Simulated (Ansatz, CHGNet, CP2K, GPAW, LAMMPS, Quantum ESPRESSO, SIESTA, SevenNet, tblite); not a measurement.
## Running liquid Si0.5Ge0.5 at 2500 K (104 atoms) with CP2K

Aim: run liquid Si0.5Ge0.5 at 2500 K (104 atoms) in CP2K and see how near its forces come to a plane-wave reference, and at what cost.

Method: the method is named at each step, in CP2K 2026.2.

## Step 1: The structure

The cell holds 104 atoms: 52 Si and 52 Ge. Its edges and angles: a = 13.176 Å, b = 13.176 Å, c = 13.176 Å, α = 90.0°, β = 90.0°, γ = 90.0°. 104 atoms (52 Si, 52 Ge) placed at random at 3.8 g/cm³, melted at 3500 K for 10 ps at fixed volume with the Tersoff potential (Tersoff, Phys. Rev. B 39, 5566 (1989)). Snapshot at the end of a hold of 5 ps at 2500 K and fixed volume.

The yardstick, on the same geometry:

* method: Kohn-Sham DFT, PBE, PAW, plane waves (Ansatz 0.2.0); cutoff 420 eV, Γ point, fermi-dirac smearing of 0.05 eV; PAW set soft_2
* r.m.s. force component: 0.9841 eV/Å
* longest force: 4.721 eV/Å
* pressure: 1.237 GPa
* SCF cycles: 10
* time: 30 s on 8 threads of Arm Neoverse V2, shared host
* CPU time: 3.8 min

## Step 2: PBE, DZVP-MOLOPT-SR, 350/50 Ry, diagonalisation

Method: Kohn-Sham DFT, PBE, GTH-PBE pseudopotentials, Gaussian and plane waves, DZVP-MOLOPT-SR-GTH, diagonalisation.

The input, input.inp:

```
&GLOBAL
  PROJECT cell
  RUN_TYPE ENERGY_FORCE
  PRINT_LEVEL LOW
&END GLOBAL
&FORCE_EVAL
  METHOD QS
  STRESS_TENSOR ANALYTICAL
  &DFT
    BASIS_SET_FILE_NAME BASIS_MOLOPT
    POTENTIAL_FILE_NAME GTH_POTENTIALS
    &MGRID
      CUTOFF 350
      REL_CUTOFF 50
    &END MGRID
    &QS
      EPS_DEFAULT 1.0E-12
    &END QS
    &SCF
      SCF_GUESS ATOMIC
      EPS_SCF 1.0E-06
      MAX_SCF 200
      ADDED_MOS 46
      &DIAGONALIZATION
        ALGORITHM STANDARD
      &END DIAGONALIZATION
      &SMEAR ON
        METHOD FERMI_DIRAC
        ELECTRONIC_TEMPERATURE [K] 580
      &END SMEAR
      &MIXING
        METHOD BROYDEN_MIXING
        ALPHA 0.15
        NBROYDEN 8
      &END MIXING
      &PRINT
        &RESTART OFF
        &END RESTART
      &END PRINT
    &END SCF
    &XC
      &XC_FUNCTIONAL PBE
      &END XC_FUNCTIONAL
    &END XC
    &PRINT
      &MULLIKEN ON
      &END MULLIKEN
      &LOWDIN ON
      &END LOWDIN
      &HIRSHFELD ON
      &END HIRSHFELD
      &MO ON
        EIGENVALUES T
        OCCUPATION_NUMBERS T
        MO_INDEX_RANGE 197 220
        &EACH
          QS_SCF 0
        &END EACH
        ADD_LAST NUMERIC
      &END MO
    &END PRINT
  &END DFT
  &SUBSYS
    &CELL
      A 13.17580 0.00000 0.00000
      B 0.00000 13.17580 0.00000
      C 0.00000 0.00000 13.17580
    &END CELL
    &COORD
      SCALED
      Si 0.90958 0.57117 0.57154
      Si 0.54172 0.76709 0.56193
      Si 0.10321 0.43324 0.07243
      Si 0.52760 0.64862 0.26415
      Si 0.00922 0.50422 0.28174
      Si 0.09613 0.28982 0.50063
      Si 0.59841 0.90688 0.67490
      Si 0.75531 0.60266 0.18820
      Si 0.47940 0.75960 0.06355
      Si 0.72915 0.38918 0.93593
      Si 0.16513 0.25581 0.32975
      Si 0.05702 0.72400 0.04917
      Si 0.49289 0.27195 0.90028
      Si 0.84051 0.94098 0.06248
      Si 0.69726 0.55648 0.01045
      Si 0.30780 0.07195 0.31872
      Si 0.24076 0.70572 0.37566
      Si 0.63440 0.01820 0.84312
      Si 0.88114 0.46478 0.15474
      Si 0.20223 0.05370 0.89588
      Si 0.02563 0.02195 0.90566
      Si 0.06601 0.93621 0.62695
      Si 0.15602 0.13360 0.20209
      Si 0.53274 0.48986 0.46940
      Si 0.51544 0.31968 0.73507
      Si 0.92810 0.80491 0.38183
      Si 0.81386 0.77676 0.17296
      Si 0.36912 0.26335 0.34562
      Si 0.42186 0.04967 0.17663
      Si 0.29026 0.51603 0.60105
      Si 0.20708 0.36013 0.93198
      Si 0.05856 0.64915 0.38930
      Si 0.37346 0.38262 0.99376
      Si 0.67888 0.53484 0.34926
      Si 0.17449 0.15821 0.62451
      Si 0.36662 0.54242 0.44496
      Si 0.59689 0.14106 0.11707
      Si 0.70779 0.82042 0.88355
      Si 0.40881 0.54567 0.92628
      Si 0.30181 0.68633 0.95578
      Si 0.73467 0.85241 0.34680
      Si 0.00628 0.07988 0.21744
      Si 0.76758 0.11717 0.78660
      Si 0.95070 0.89796 0.77946
      Si 0.00771 0.90011 0.01595
      Si 0.21699 0.98084 0.42348
      Si 0.33038 0.44547 0.30126
      Si 0.75512 0.24900 0.64423
      Si 0.66195 0.00465 0.02359
      Si 0.22663 0.89841 0.59435
      Si 0.59231 0.12373 0.32103
      Si 0.64200 0.64896 0.49721
      Ge 0.06030 0.92743 0.29023
      Ge 0.15915 0.73862 0.70098
      Ge 0.52599 0.58943 0.08084
      Ge 0.12039 0.64400 0.88374
[... 44 atom lines left out ...]
      Ge 0.10639 0.46025 0.82068
      Ge 0.35122 0.80330 0.82298
      Ge 0.98616 0.56569 0.00200
      Ge 0.84789 0.58846 0.73265
    &END COORD
    &KIND Si
      BASIS_SET DZVP-MOLOPT-SR-GTH-q4
      POTENTIAL GTH-PBE-q4
    &END KIND
    &KIND Ge
      BASIS_SET DZVP-MOLOPT-SR-GTH-q4
      POTENTIAL GTH-PBE-q4
    &END KIND
  &END SUBSYS
  &PRINT
    &FORCES ON
    &END FORCES
    &STRESS_TENSOR ON
    &END STRESS_TENSOR
  &END PRINT
&END FORCE_EVAL
```

Run with:

```sh
> OMP_NUM_THREADS=2 cp2k.psmp -i input.inp > output.txt
```

Numbers of over 12 decimals in the logs are rounded to 6 here.

Log:

```text
CP2K| version string:                                       CP2K version 2026.2
 CP2K| Input file name                                                 input.inp
 GLOBAL| Basis set file name                                        BASIS_MOLOPT
 GLOBAL| Potential file name                                      GTH_POTENTIALS
 GLOBAL| Run type                                                   ENERGY_FORCE
 GLOBAL| Total number of message passing processes                             1
 GLOBAL| Number of threads for this process                                    2
 TOTAL NUMBERS AND MAXIMUM NUMBERS
  Total number of            - Atomic kinds:                                   2
                             - Atoms:                                        104
                             - Shell sets:                                   104
                             - Shells:                                       520
                             - Primitive Cartesian functions:                416
                             - Cartesian basis functions:                   1456
                             - Spherical basis functions:                   1352
  Maximum angular momentum of- Orbital basis functions:                        2
                             - Local part of the GTH pseudopotential:          0
                             - Non-local part of the GTH pseudopotential:      4
 SCF PARAMETERS         Density guess:                                    ATOMIC
                        max_scf:                                             200
                        eps_scf:                                        1.00E-06
                        added MOs                                        46    0
                        Mixing method:                            BROYDEN_MIXING
                                                charge density mixing in g-space
                        Smear method:                                FERMI_DIRAC
                        Electronic temperature [K]:                        580.0
                        Electronic temperature [a.u.]:                  1.84E-03
                        Accuracy threshold:                             1.00E-10
 Extrapolation method: initial_guess
 Number of electrons:                                                        416
 Number of occupied orbitals:                                                208
 Number of molecular orbitals:                                               254
 Number of orbital functions:                                               1352
 Number of independent orbital functions:                                   1352
 SCF WAVEFUNCTION OPTIMIZATION
  Step     Update method      Time    Convergence         Total energy    Change
     1 NoMix/Diag. 0.15E+00    4.6     0.90927064      -412.1172353812 -4.12E+02
     2 Broy./Diag. 0.15E+00    5.8     0.03366188      -411.3483848331  7.69E-01
     3 Broy./Diag. 0.15E+00    5.9     0.06416299      -409.0231233644  2.33E+00
     4 Broy./Diag. 0.15E+00    5.8     0.03835560      -407.7311634040  1.29E+00
[...]
17 Broy./Diag. 0.15E+00    6.1     0.00000245      -406.8306703865 -1.13E-04
    18 Broy./Diag. 0.15E+00    6.0     0.00000072      -406.8306836681 -1.33E-05
  *** SCF run converged in    18 steps ***
  Electronic density on regular grids:       -415.9999999999        0.0000000001
  Core density on regular grids:              415.9999999988       -0.0000000012
  Total charge density on r-space grids:       -0.0000000011
  Total charge density g-space grids:          -0.0000000011
  Overlap energy of the core charge distribution:               3.41963e-07
  Self energy of the core charge distribution:               -968.050545
  Core Hamiltonian energy:                                    212.920908
  Hartree energy:                                             469.849720
  Exchange-correlation energy:                               -121.538357
  Electronic entropic energy:                                  -0.012411
  Fermi energy:                                                 0.169451
  Total energy:                                              -406.830684
  Total energy (extrapolated to T->0):                       -406.824478
 MO| EIGENVALUES AND OCCUPATION NUMBERS
 MO|
 MO|  Index      Eigenvalue [a.u.]        Eigenvalue [eV]             Occupation
 MO|    197               0.153278               4.170918               1.999700
 MO|    198               0.155049               4.219102               1.999214
 MO|    199               0.155820               4.240087               1.998804
[...]
MO|    219               0.187943               5.114185               0.000085
 MO|    220               0.189566               5.158361               0.000035
 MO| Sum:                                                             416.000000
 MO| E(Fermi):            0.169451 a.u.          4.611004 eV
 !-----------------------------------------------------------------------------!
                     Mulliken Population Analysis
 #  Atom  Element  Kind  Atomic population                           Net charge
       1     Si       1          4.351546                             -0.351546
       2     Si       1          4.140347                             -0.140347
       3     Si       1          4.114648                             -0.114648
[...]
# Total charge                            416.000000                  0.000000
 !-----------------------------------------------------------------------------!
 !-----------------------------------------------------------------------------!
                           Hirshfeld Charges
  #Atom  Element  Kind  Ref Charge     Population                    Net charge
      1       Si     1       4.000          3.757                         0.243
      2       Si     1       4.000          3.848                         0.152
      3       Si     1       4.000          3.821                         0.179
[...]
103       Ge     2       4.000          4.148                        -0.148
    104       Ge     2       4.000          4.079                        -0.079
  Total Charge                                                           -0.000
 !-----------------------------------------------------------------------------!
 LOWDIN POPULATION ANALYSIS
 #  Atom  Element  Kind  Atomic population                           Net charge
[...]
103     Ge       2          3.761805                              0.238195
     104     Ge       2          3.866492                              0.133508
 # Total charge                            416.000000                  0.000000
 ENERGY| Total FORCE_EVAL ( QS ) energy [hartree]           -406.830686
 FORCES| Atomic forces [hartree/bohr]
 FORCES|   Atom     x               y               z               |f|
 FORCES|      1  7.12665698E-03 -3.72700666E-02 -2.30917694E-02   4.44193305E-02
 FORCES|      2 -2.75845568E-02  1.91791491E-02  1.54973171E-02   3.69988428E-02
 FORCES|      3  4.53164362E-03 -1.99413638E-02 -5.62086331E-03   2.12082033E-02
[...]
FORCES|    103 -1.92776241E-02 -4.41657334E-02  8.93384893E-03   4.90107381E-02
 FORCES|    104  8.55930866E-03 -1.22637333E-02  3.66559155E-02   3.95893554E-02
 FORCES| Sum     5.33084648E-07  2.60920429E-07 -1.39516716E-06
 FORCES| Total atomic force                                       1.51616296E-06
 STRESS| Analytical stress tensor [bar]
 STRESS|                        x                   y                   z
 STRESS|      x        1.69942879906E+04  -3.70647380952E+02  -1.34830485195E+03
 STRESS|      y       -3.70647380952E+02   1.83699671275E+04  -1.11866503076E+04
 STRESS|      z       -1.34830485195E+03  -1.11866503076E+04   1.76521162827E+04
 STRESS| 1/3 Trace                                             1.76721238003E+04
```

Wall time 2.1 min (2 threads of Arm Neoverse V2, shared host); peak memory 2.5 GiB; 3.7 min of CPU time.

Banners, paths, timers and routine set-up lines are dropped from the logs unmarked, and long logs keep their key lines alone; longer cuts are marked.

Compared with the plane-wave run:

- r.m.s. force component: 0.9952 eV/Å
- r.m.s. difference of force components: 40.52 meV/Å
- longest difference of force vectors: 114.9 meV/Å
- force difference over r.m.s. force: 4.117 %
- slope of forces against the reference's: 1.01
- correlation of force components: 0.9992
- pressure: 1.767 GPa
- pressure difference: 0.5303 GPa

Length of the force difference by element (eV/Å):

```tsv
element	atoms	mean	most
Ge	52	0.060	0.11
Si	52	0.071	0.11
```

A closer look about Si9, whose charge lies farthest from its element's mean: 9 atoms, nearest first, numbered in the order of the input, with positions taken from that point.

```tsv
atom	x	y	z	distance (Å)	bonds	Mulliken charge (e)	Fx	Fy	Fz (eV/Å)
Si9	0.00	0.00	0.00	0.00	5	-0.47	1.41	0.93	-0.50
Ge99	-2.06	-0.06	0.93	2.26	4	0.25	-2.29	0.13	-0.15
Ge55	0.61	-2.24	0.23	2.34	5	0.23	0.45	-1.06	-0.41
Ge95	0.46	0.11	-2.31	2.35	4	0.22	2.45	0.30	-0.13
Ge92	1.03	1.83	1.08	2.36	4	0.32	-0.20	1.75	-2.35
Si40	-2.34	-0.97	-1.42	2.90	5	-0.23	-0.92	-0.02	0.33
Si4	0.64	-1.46	2.64	3.09	4	-0.16	0.04	-1.32	0.64
Ge78	1.06	0.82	3.09	3.37	4	0.18	0.23	-0.11	2.57
Si39	-0.93	-2.82	-1.81	3.48	4	-0.04	0.31	-0.19	0.02
```

Forces lie 4.1 % from the reference's, at 0.96 times its CPU time (on 2 against 8 cores).

## Step 3: PBE, SZV-MOLOPT-SR, 350/50 Ry, diagonalisation

Method: Kohn-Sham DFT, PBE, GTH-PBE pseudopotentials, Gaussian and plane waves, SZV-MOLOPT-SR-GTH, diagonalisation.

input.inp: that of step 2 with these lines changed.

```diff
@@ -49,4 +49,2 @@
       &END LOWDIN
-      &HIRSHFELD ON
-      &END HIRSHFELD
       &MO ON
@@ -68,8 +66,8 @@
     &END CELL
-    &COORD
-      SCALED
-[... 104 atom lines left out: the same atoms as in the first run ...]
-    &END COORD
+    &TOPOLOGY
+      COORD_FILE_NAME structure.xyz
+      COORD_FILE_FORMAT XYZ
+    &END TOPOLOGY
     &KIND Si
-      BASIS_SET DZVP-MOLOPT-SR-GTH-q4
+      BASIS_SET SZV-MOLOPT-SR-GTH-q4
       POTENTIAL GTH-PBE-q4
@@ -77,3 +75,3 @@
     &KIND Ge
-      BASIS_SET DZVP-MOLOPT-SR-GTH-q4
+      BASIS_SET SZV-MOLOPT-SR-GTH-q4
       POTENTIAL GTH-PBE-q4
```

The input, structure.xyz:

```xyz
104

Si 11.98444 7.52562 7.53050
Si 7.13759 10.10702 7.40388
Si 1.35987 5.70828 0.95432
Si 6.95155 8.54609 3.48039
Si 0.12148 6.64350 3.71215
Si 1.26659 3.81861 6.59620
Si 7.88453 11.94887 8.89235
Si 9.95181 7.94053 2.47969
Si 6.31648 10.00834 0.83732
Si 9.60713 5.12776 12.33163
Si 2.17572 3.37050 4.34472
Si 0.75128 9.53928 0.64785
Si 6.49422 3.58316 11.86191
Si 11.07439 12.39816 0.82322
Si 9.18696 7.33207 0.13769
Si 4.05551 0.94800 4.19939
Si 3.17221 9.29843 4.94962
Si 8.35873 0.23980 11.10878
Si 11.60972 6.12385 2.03882
Si 2.66454 0.70754 11.80394
[... 80 atom lines left out ...]
Ge 1.40177 6.06416 10.81312
Ge 4.62760 10.58412 10.84342
Ge 12.99345 7.45342 0.02635
Ge 11.17163 7.75343 9.65325
```

Run with:

```sh
> OMP_NUM_THREADS=1 cp2k.psmp -i input.inp > output.txt
```

Log:

```text
CP2K| version string:                                       CP2K version 2026.2
 CP2K| Input file name                                                 input.inp
 GLOBAL| Basis set file name                                        BASIS_MOLOPT
 GLOBAL| Potential file name                                      GTH_POTENTIALS
 GLOBAL| Run type                                                   ENERGY_FORCE
 GLOBAL| Total number of message passing processes                             1
 GLOBAL| Number of threads for this process                                    1
 TOTAL NUMBERS AND MAXIMUM NUMBERS
  Total number of            - Atomic kinds:                                   2
                             - Atoms:                                        104
[... lines left out ...]
                        Smear method:                                FERMI_DIRAC
[... lines left out ...]
 Number of electrons:                                                        416
[... lines left out ...]
  Step     Update method      Time    Convergence         Total energy    Change
[... lines left out ...]
  *** SCF run converged in    22 steps ***
[... lines left out ...]
  Fermi energy:                                                 0.217461
  Total energy:                                              -402.089600
  Total energy (extrapolated to T->0):                       -402.084181
[... lines left out ...]
 MO| E(Fermi):            0.217461 a.u.          5.917425 eV
[... lines left out ...]
       1     Si       1          4.319115                             -0.319115
       2     Si       1          4.201177                             -0.201177
       3     Si       1          4.184752                             -0.184752
[...]
# Total charge                            416.000000                  0.000000
 !-----------------------------------------------------------------------------!
 LOWDIN POPULATION ANALYSIS
 #  Atom  Element  Kind  Atomic population                           Net charge
[...]
103     Ge       2          3.876672                              0.123328
     104     Ge       2          3.951321                              0.048679
 # Total charge                            416.000000                  0.000000
 ENERGY| Total FORCE_EVAL ( QS ) energy [hartree]           -402.089605
 FORCES| Atomic forces [hartree/bohr]
 FORCES|   Atom     x               y               z               |f|
 FORCES|      1  1.07692287E-02 -4.45714395E-02 -2.42234969E-02   5.18591102E-02
 FORCES|      2 -5.40001667E-02  1.95921892E-02  1.51169111E-02   5.94002768E-02
 FORCES|      3  1.16492954E-02 -3.31058769E-02  5.18782173E-04   3.50994915E-02
[...]
FORCES|    103 -3.10669309E-02 -6.62875407E-02  1.86627842E-03   7.32302892E-02
 FORCES|    104  1.15712902E-02 -1.23668529E-02  5.34931019E-02   5.61101217E-02
 FORCES| Sum     4.62242928E-05 -4.86139991E-06  1.44347328E-05
 FORCES| Total atomic force                                       4.86690863E-05
 STRESS| Analytical stress tensor [bar]
 STRESS|                        x                   y                   z
 STRESS|      x        6.69660574496E+04  -2.56388112737E+03   1.60059077767E+03
 STRESS|      y       -2.56388112737E+03   6.01854492260E+04  -1.58718552497E+04
 STRESS|      z        1.60059077767E+03  -1.58718552497E+04   6.00120848240E+04
 STRESS| 1/3 Trace                                             6.23878638332E+04
```

It took 2.2 min on 1 thread; peak memory 2.3 GiB.

Numbers from this run, and their distance from the reference:

```yaml
r_m_s_force_component: 1.371 eV/Å
r_m_s_difference_of_force_components: 603.7 meV/Å
longest_difference_of_force_vectors: 2532 meV/Å
force_difference_over_r_m_s_force: 61.34 %
slope_of_forces_against_the_reference_s: 1.282
correlation_of_force_components: 0.9204
pressure: 6.239 GPa
pressure_difference: 5.002 GPa
```

This is a coarse setting, run to see what it loses.

Against the first run (4.1 %), the force difference from the reference is 61 %, at 0.60 times the CPU time (on 1 against 2 cores), with 416 basis functions against 1352: the smaller basis costs accuracy.

(Part 1 of 3 ends here.)

[Also dropped from logs without a mark: logging warnings of Python, and SIESTA's first energy breakdown and zero terms.]

[Logs are printed without paths, hosts, clocks, repeated set-up lines and the standing remarks that a program may print on its own settings, such as how far it seeks lower states.]

[Hosts, paths, dates, database ids (printed as entryN), source tags and the programs' standing remarks are cut or masked in the printed files.]
